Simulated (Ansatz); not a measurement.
# Mn2Al4Mo: relaxing a made-up structure, part 2 of 2

Starting from a made-up structure for Mn2Al4Mo, the aim is the relaxed cell, its shortest contacts and, where a second run follows, its electronic structure.

Ansatz 0.2.0; DFT, PBEsol, plane-wave PAW, files of the set soft_1, scalar-relativistic, ferromagnetic start, cell and ions relaxed at zero pressure; PAW set soft_1 (the session's first sound run).

So far: The structure; Relaxing cell and atoms. The relaxed cell has a, b, c = 2.672, 4.193, 17.321 Å (conventional setting).

## (3) Electronic structure of the relaxed cell

A second self-consistent run takes a narrower smearing and the mesh shown in its input; the bands follow along the standard path of the relaxed lattice.

This step: DFT, PBEsol, plane-wave PAW, files of the set soft_1, scalar-relativistic, ferromagnetic start, bands and density of states at the relaxed cell; PAW set soft_1 (Ansatz 0.2.0).

The input, input.yaml:

```yaml
crystal:
  lattice:
    - [-2.0962728782, 1.3359265111, 8.660558017]
    - [2.0962728782, -1.3359265111, 8.660558017]
    - [2.0962728782, 1.3359265111, -8.660558017]
  atoms:
    - { symbol: Mo, position: [0.0, 0.5, 0.5] }
    - { symbol: Mn, position: [0.79532042, 0.79532042, 0.0], spin: 2.2 }
    - { symbol: Mn, position: [0.20467958, 0.20467958, 0.0], spin: 2.2 }
    - { symbol: Al, position: [0.5725562425, 0.0725562425, 0.5] }
    - { symbol: Al, position: [0.4274437575, 0.9274437575, 0.5] }
    - { symbol: Al, position: [0.6548784131, 0.6548784131, 0.0] }
    - { symbol: Al, position: [0.3451215869, 0.3451215869, 0.0] }
magnetization:
  spin_polarized: true
kpoints:
  mp_grid: { grid: [14, 14, 14] }
  band_path:
    path:
      - [[0.0, 0.0, 0.0], [-0.25594858, 0.25594858, -0.25594858], [-0.49130174, 0.49130174, -0.02059542], [-0.5, 0.5, 0.0], [-0.25, 0.75, -0.25], [0.0, 0.5, -0.5], [0.25594858, 0.74405142, -0.74405142], [0.5, 0.5, -0.5], [0.0, 0.0, 0.0], [-0.26464684, 0.26464684, 0.26464684], [0.0, 0.5, 0.0], [-0.25, 0.75, -0.25]]
      - [[-0.50869826, 0.50869826, 0.02059542], [-0.26464684, 0.26464684, 0.26464684]]
      - [[0.26464684, 0.73535316, -0.26464684], [0.5, 0.5, -0.5]]
    npoints: 6
scf:
  occupations: { method: fermi_dirac, width: 0.03 }
  n_extra_bands: 14
hamiltonian:
  xc: pbesol
  pseudopotentials: { kind: paw, azcp: { folder: soft_1 }, xc_functional: pbe }
output:
  forces: true
  stress: true
  write_bands: true
  dos: { projected: true }
  write_density: true
  write_potential: true
  elf: true
  volumetric_format: npy
```

Command:

```sh
$ ansatz run input.yaml --threads 4 --pin off --max-ram 10240MiB --backend cpu --events-out ev --progress --plain --runs-dir out
```

Numbers of over 12 decimals in the logs are rounded to 6 here.

The log of the run:

```text
[...]
Crystal: 7 atoms, lattice volume = 97.014 Å³
Basis set: ecut = 420 eV, 1887 PW (Γ), FFT grids on a1−a2, a2, a1+a3, exchange–correlation on 72×128×36 points (8 copies of the dense FFT grid, shifted against one another)
Bands: 42, of which v1, the nominal top of the filled ones, is band 28 counted from 1 (27 counted from 0)
Symmetry: 8 space group operations
[...]
k-points: 428 of 2744
[...]
Starting moments: Σ|m| = 4.4 μB on 2 of 7 sites
[...]
SCF iter   1: F=—  HF=-14740.140383 eV  |F-HF|=—  |Δ(HF+E_count)|=         —  Δρ=9.20e-2 (↑7.16e-2 ↓9.20e-2)  dr2=1.58e2  dr2_m=4.11e-1  M=3.063 μB ∫|m|=3.543 μB  β_m=0.30  ethr=3.10e-3  ⟨swp⟩=6.4  Hψ=151627  notcnv=0  defer=213
[...]
SCF iter  14: F=-14733.708033 eV  HF=-14733.708033 eV  |F-HF|=3.84e-9  |Δ(HF+E_count)|=  7.42e-10  Δρ=6.65e-7 (↑6.65e-7 ↓5.82e-7)  dr2=3.97e-9  dr2_m=3.45e-12  M=4.513 μB ∫|m|=5.130 μB  ethr=1.65e-11  ⟨swp⟩=12.1  Hψ=217446  notcnv=0
SCF 1 converged in 14 iterations: F = -14733.708033 eV  dr2 = 3.97e-9
[...]
NSCF: frozen V_eff on 81 k-points
SCF converged after 14 iterations
Magnetization: 4.5131 μB (30.2565 up, 25.7435 down)
Absolute magnetization: 5.1357 μB (∫|ρ↑−ρ↓|, with the PAW one-centre terms)
[...]
Per-site moments (μB) at R_I (Å): [(0.059054, 1.102139), (2.220213, 1.003453), (2.220213, 1.003453), (-0.029858, 1.036823), (-0.029858, 1.036823), (-0.041168, 1.003453), (-0.041168, 1.003453)]
Free energy (F): -14733.708033 eV
[...]
Internal energy: -14733.695585 eV  (E = F + TS)
E sigma→0 (E₀):  -14733.701809 eV
Entropy (-TS):   -0.012447 eV (-1.778 meV/atom)
Fermi energy:    12.954954 eV
[...]
--- Forces (eV/Å), atoms counted from 1 ---
  atom   1  Mo     0.00000000    -0.00000000     0.00000000
  atom   2  Mn     0.00000000    -0.00000000    -0.01509427
  atom   3  Mn    -0.00000000     0.00000000     0.01509427
  atom   4  Al     0.00000000     0.00000000     0.01107932
  atom   5  Al    -0.00000000    -0.00000000    -0.01107932
  atom   6  Al     0.00000000    -0.00000000    -0.00938171
  atom   7  Al    -0.00000000     0.00000000     0.00938171
  max |Σ_I F_I| component: 1.73e-18 eV/Å
--- Stress (GPa, compression-positive) ---
       -0.028533       0.000000      -0.000000
        0.000000       0.139408       0.000000
       -0.000000       0.000000      -0.031382
  P = ⅓ Tr σ = 0.0265 GPa (0.265 kbar)
--- Band table (eV; the first three rows and the last of 856) ---
  k-point 0 ↑: bands = [... 24 lower, 12.0432, 12.1467, 12.3363, 12.6152, 12.6336, 12.7240, 12.7492, 13.5320, ... 10 higher]
  k-point 1 ↑: bands = [... 24 lower, 11.9505, 11.9845, 12.1914, 12.2647, 12.5086, 12.6558, 13.1720, 13.6199, ... 10 higher]
  k-point 2 ↑: bands = [... 24 lower, 11.5820, 11.8385, 12.0213, 12.0862, 12.1652, 12.4188, 13.3767, 13.4360, ... 10 higher]
  k-point 427 ↓: bands = [... 24 lower, 12.5611, 13.2006, 14.1900, 14.2499, 14.4282, 14.5826, 14.6599, 14.8863, ... 10 higher]
```

Run time: 2.1 min. Hardware: 4 threads of Arm Neoverse V1, shared host; peak memory 2.3 GiB.

Numbers from this step:

```
free energy             : -14733.7080 eV
energy at zero smearing : -14733.7018 eV
smearing term TS        : 0.01245 eV
Fermi energy            : 12.95 eV
magnetization           : 4.513 μB
absolute magnetization  : 5.136 μB
site moments            : 0.05905, 2.220, 2.220, -0.02986, -0.02986, -0.04117, -0.04117 μB
pressure                : 0.02650 GPa
```

bands.tsv at the labelled points (eV, zero at the Fermi level; the bands that come nearest the Fermi level along the path):

```
point  band_28_up  band_29_up  band_30_up  band_31_up  band_23_dn  band_24_dn  band_25_dn  band_26_dn
    Γ       -0.32       -0.23       -0.21        0.58       -0.14       -0.07        0.65        0.66
    X       -0.35        0.40        0.64        2.02       -1.11       -0.68       -0.11       -0.08
    L       -0.34       -0.10        0.42        0.71       -0.93       -0.76        0.42        0.62
    T       -0.34       -0.14        0.39        0.71       -0.95       -0.74        0.46        0.61
    W       -0.31       -0.25        0.39        1.07       -0.96       -0.74        0.46        0.61
    R       -0.34        0.47        0.60        2.07       -1.16       -0.69       -0.09       -0.09
   X1       -0.35        0.40        0.64        2.02       -1.11       -0.68       -0.11       -0.08
    Z       -0.62       -0.34        0.91        0.94       -0.53       -0.39        0.25        1.24
    Γ       -0.32       -0.23       -0.21        0.58       -0.14       -0.07        0.65        0.66
    Y       -0.96       -0.75       -0.41       -0.39       -0.35       -0.28       -0.15        0.55
    S       -0.97       -0.77       -0.40       -0.40       -0.40       -0.24       -0.19        0.61
    W       -0.31       -0.25        0.39        1.07       -0.96       -0.74        0.46        0.61
   L1       -0.34       -0.10        0.42        0.71       -0.93       -0.76        0.42        0.62
    Y       -0.96       -0.75       -0.41       -0.39       -0.35       -0.28       -0.15        0.55
   Y1       -0.96       -0.75       -0.41       -0.39       -0.35       -0.28       -0.15        0.55
    Z       -0.62       -0.34        0.91        0.94       -0.53       -0.39        0.25        1.24
```

Spin density in the ab plane of the cell as run, not the conventional one, at fractional z = 0.000, with atoms of Mn and Al within 0.2 Å of it.

Ten even steps from '_' (0.0 e/Å³) to '@' (3.8 e/Å³), each cell a mean:
```
__________________________________________________
________________________________....______________
__________________________________::--..__________
__________________________________..**##::________
____________________________________::@@@@::______
______________________________________--@@**..____
________________________________________::++--____
__________________________________________..::..__
__________________________________________________
__________________________________________________
__________________________________________________
__________________________________________________
__________________________________________________
__________________________________________________
__________________________________________________
____..____________________________________________
____::--..________________________________________
____..++**::______________________________________
______::%%@@--____________________________________
________--@@%%::__________________________________
__________::++==..________________________________
____________..::..________________________________
__________________________________________________
__________________________________________________
```
Columns run along a (9.0 Å), rows up along b (9.0 Å). Atoms in or near the plane, at fractional coordinates: Mn at (0.80, 0.80), Mn at (0.20, 0.20), Al at (0.65, 0.65), Al at (0.35, 0.35).

ELF in the ab plane of the cell as run, not the conventional one, at fractional z = 0.000, with atoms of Mn and Al within 0.2 Å of it. It is the smooth field of the valence electrons, not physical close to the nuclei.

Ten even steps from '0' (0.04) to '9' (0.74), each cell a mean:
```
5567776543234322222467776
6556776665555522443246787
7654567666777752367523677
7764456666777774258963367
7775434567765457436996236
6676532346775113643699524
4666642234677200254368732
3566663223467611315424642
2466665322346861321652232
2467777533334686110375321
2467767754334568620157632
3467645776444456774247754
3467631377654434677667753
2236740026864333457777752
2223561011686433235777653
2343255132167643223666663
2367534512027764222466665
4248963452004776432356666
5326996346423677653345776
7533699525765677665444677
7763368742577777666654567
7776324652256666666765556
6777642332135444556677655
5677764222124322235677765
```
Columns run along a (9.0 Å), rows up along b (9.0 Å). Atoms in or near the plane, at fractional coordinates: Mn at (0.80, 0.80), Mn at (0.20, 0.20), Al at (0.65, 0.65), Al at (0.35, 0.35).

Valence density in the ab plane of the cell as run, not the conventional one, at fractional z = 0.000, with atoms of Mn and Al within 0.2 Å of it. It is the smooth field of the valence electrons, not physical close to the nuclei.

Ten steps, logarithmic in the rise over the least value, from '_' (0 e/Å³) to '@' (23 e/Å³), each cell a mean:
```
____..........................::--::..............
..____........................::==++==::..........
................................==####**::........
................................::**@@@@##--......
..................................--##@@@@##--....
..........................______....--##@@@@**::..
..........................________....--##%%##==..
................::..........________....--++**++::
..................::..........________....::------
....................::..........________........::
......................::..........______..........
........................::............__..........
..........______..........::......................
............______..........::....................
::::::......________..........::..................
::==++==::....________..........::................
..==**##**--....________..........................
..::++%%@@##--....________........................
....--##@@@@##--......____........................
......--##@@@@**::................................
........--**%%%%++::..............................
..........::++**++--..........................__..
............::--==--..........................____
__..............::::............................__
```
Columns run along a (9.0 Å), rows up along b (9.0 Å). Atoms in or near the plane, at fractional coordinates: Mn at (0.80, 0.80), Mn at (0.20, 0.20), Al at (0.65, 0.65), Al at (0.35, 0.35).

## (4) Outcome

```
space group, relaxed : Immm
conventional cell    : a = 2.672, b = 4.193, c = 17.321 Å; α = 90.0°, β = 90.0°, γ = 90.0°
volume per atom      : 13.86 Å³ (guess 14.27)
total moment         : 4.49 μB in the cell of 7 atoms
```

In words: Mn2Al4Mo relaxes to Immm with a = 2.672, b = 4.193 and c = 17.321 Å. The guessed volume was 3 % too large. The space group Immm was held in the relaxation, so the end point is a stationary structure within it and may be a saddle against distortions or other arrangements. The input starts from parallel moments, and no other start was typed. Bands cross the Fermi level, so it is a metal or semimetal at this level. On the 14×14×14 mesh with the narrower smearing (relaxed on 10×10×10) the largest force component is 0.015 eV/Å and the largest stress component is 0.139 GPa, against the relaxation's thresholds of 0.015 eV/Å and 0.05 GPa. The cutoff wasn't tested. A vector of the cell changed its length by 13 %, more than the volume shows. No dispersion term is used, so weakly bound directions may come out too long. Nothing here tests whether the compound is stable against decomposition.

[Logs are printed without paths, hosts, clocks, repeated set-up lines and the standing remarks that a program may print on its own settings, such as how far it seeks lower states.]

[Hosts, paths, dates, database ids (printed as entryN), source tags and the programs' standing remarks are cut or masked in the printed files.]
